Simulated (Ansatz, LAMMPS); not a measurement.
# Static equation of state of amorphous 67HfO2-33GeO2 (mol %) (72 atoms)

Density of this cell: 6.94 g/cm³. The cell holds 72 atoms: 16 Hf, 8 Ge and 48 O. Its edges and angles: a = 10.439 Å, b = 9.541 Å, c = 10.132 Å, α = 91.3°, β = 92.0°, γ = 93.5°. The starting structure: 72 atoms (16 Zr, 8 Ge, 48 O) placed at random at 4.59 g/cm³, melted at 5000 K for 10 ps at fixed volume with the Morse and Coulomb pair potential with partial charges (Pedone, Malavasi, Menziani, Cormack and Segre, J. Phys. Chem. B 110, 11780 (2006)). Quenched from 5000 K to 300 K at 20 K/ps and fixed volume, held 10 ps at zero pressure, then minimised at fixed cell. Then Zr was replaced by Hf and the cell scaled by 1.008 (the potential has no terms for the new elements, so the cell is a start for a DFT relaxation).

Calculated with Ansatz 0.2.0: Kohn-Sham DFT, PBE, PAW (set soft_1), plane waves; PAW set soft_1; cutoff 420 eV, Γ point, gaussian smearing of 0.025 eV. Cell and atoms were relaxed first, to V0 = 13.977 Å³ an atom at a residual P0 = 0.007 GPa. The cell was then scaled evenly, and the atoms were relaxed at each volume.

| volume (Å³/atom) | pressure (GPa) |
| --- | --- |
| 12.579 | ? |
| 13.138 | 5.414 |
| 13.558 | 2.544 |
| 14.396 | -2.614 |
| 14.816 | -4.880 |

Task: Fit the third-order Birch–Murnaghan equation to the rows given and extrapolate to the withheld row.

**Working.**

Take the Eulerian strain f = ½[(V0/V)^(2/3) − 1] and the normalised pressure F = (P − P0) / [3f(1 + 2f)^(5/2)]. The third-order Birch–Murnaghan equation is then the line F = B0 + (3/2)B0(B′ − 4) f, so u = f and v = F.

```
      u = f  v = F (GPa)
  0.0210565      77.2120
  0.0102568      78.3806
-0.00975648      94.0749
 -0.0190506      94.2318
```

With n = 4: mean u = 6.2655e-4, mean v = 85.9748, Σ(u − ū)² = 0.0010051, Σ(u − ū)(v − v̄) = -0.49874. Slope b = -0.49874 / 0.0010051 = -496.20; intercept a = v̄ − b ū = 86.286.

So B0 = a = 86.3 GPa and B′ = 4 + 2b/(3a) = 0.166. At the withheld volume f = 0.03638, F = a + b f = 68.23 GPa, and P = P0 + 3f(1 + 2f)^(5/2) F.

Prediction at 12.579: 8.884 GPa. The run gave 9.994 GPa, so the fit is low by 1.1 GPa (11 % of the value).

The series isn't one smooth equation of state: even a line fitted to all rows, the withheld one included, misses F by up to 6.2 %, the count of bonds changes along the series and an atom moves over 0.5 Å in some relaxation. B0 and B′ are then only the numbers of this fit, not moduli of the material. Among the rows given, the largest miss of the fit is at 13.138, by 0.096 GPa (0.65 % of the range of the table).

Limits: Static cells at zero temperature; the cell shape is held. The program notes that the SCF threshold of these relaxations is loose for the stress. The quench rate of 20 K/ps is many orders above laboratory rates, so the cell is likely richer in defects and strain than a real sample. The network of bonds at the start is that of the classical potential that made the cell, and needn't be the one that DFT or experiment would give. Only the Γ point is sampled, in a cell whose shortest periodic width is 10 Å.

[Long decimals in the printed logs are rounded to 6 places.]

[Logs are printed without paths, hosts, clocks, repeated set-up lines and the standing remarks that a program may print on its own settings, such as how far it seeks lower states.]

[Hosts, paths, dates, database ids (printed as entryN), source tags and the programs' standing remarks are cut or masked in the printed files.]
